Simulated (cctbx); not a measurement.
# Lattice, Laue class and space group of a new crystal

Cell: a = 5.2170 Å, b = 5.2170 Å, c = 8.8110 Å, α = 90.00°, β = 90.00°, γ = 120.00°. Expected content of the cell: Pb2 Zr4 Fe6.

The data are simulated with cctbx, not measured: Mo Kα, λ = 0.71073 Å, to d = 0.75 Å, 50 % of the full sphere, strongest reflection 5000 counts, noise from counting, a 6 % proportional error and a noise floor of 2 counts (s.d.); no absorption, some extinction.

Tests on the unmerged data give:

```text
1040 reflections to d = 0.750 A
centring   violations  <I/sigma> of those
    A        382 of   533      9.1
    B        387 of   531      9.1
    C        375 of   518      8.7
    I        384 of   525      9.3
    R        504 of   700      9.0
    F        572 of   791      9.0
Laue class    unique    Rint  (classes that these axes allow; Friedel mates merged)
P -1              773   0.039
P 1 1 2/m         506   0.044
P -3              341   0.046
P -3 1 m          205   0.050
P -3 m 1          227   0.049
P 6/m             188   0.051
P 6/m m m         139   0.052
space group    extra absences  I>4sigma  <I/sigma>
P 6 2 2                 0          0         -  acentric
P 63 2 2                8          0      -0.0  acentric
P 6 m m                 0          0         -  acentric
P 63 m c               96          0       0.1  acentric
P -6 m 2                0          0         -  acentric
P -6 2 m                0          0         -  acentric
P -6 2 c               96          0       0.1  acentric
P 6/m m m               0          0         -  centric
P 63/m m c             96          0       0.1  centric
Wilson B = 0.49 A^2   <|E^2-1|> = 0.734 (0.968 centric, 0.736 acentric)   E^2>4: 0.0 %
shell (A)         n   <I/sigma>
 8.81 - 1.50     24     19.2
 1.50 - 1.19     22     21.6
 1.19 - 1.04     14     23.1
 1.04 - 0.95     18     23.8
 0.95 - 0.88     15     18.3
 0.88 - 0.83     17     26.0
 0.83 - 0.78     14     19.3
 0.78 - 0.75     15     24.0
```

**Question.** What are the lattice type, the Laue class and the likely space group?

Every centring test has many violations, so the lattice is primitive.

Rint stays low (0.039 to 0.052) up to P 6/m m m, the highest class in these axes.

9 settings pass the absence test. The most absences obeyed, 96, belong to P 63 m c, P -6 2 c and P 63/m m c, which absences can't tell apart.

⟨|E²−1|⟩ = 0.734 leans to a non-centrosymmetric structure. Here that hint misleads: the statistic assumes many like atoms on general positions, and few, heavy or special-position atoms break it. The Wilson B of 0.49 Å² means U ≈ 0.0062 Å².

The true group is P6_3/mmc (no. 194), Laue class 6/mmm, centrosymmetric. The tables only narrow the choice to the tied entries; cell content, site symmetry and trial solutions must settle it.

The model is made up (kin elements in a known structure type, no relaxation), so it says nothing on whether the phase exists.

[Logs are printed without paths, hosts, clocks, repeated set-up lines and the standing remarks that a program may print on its own settings, such as how far it seeks lower states.]
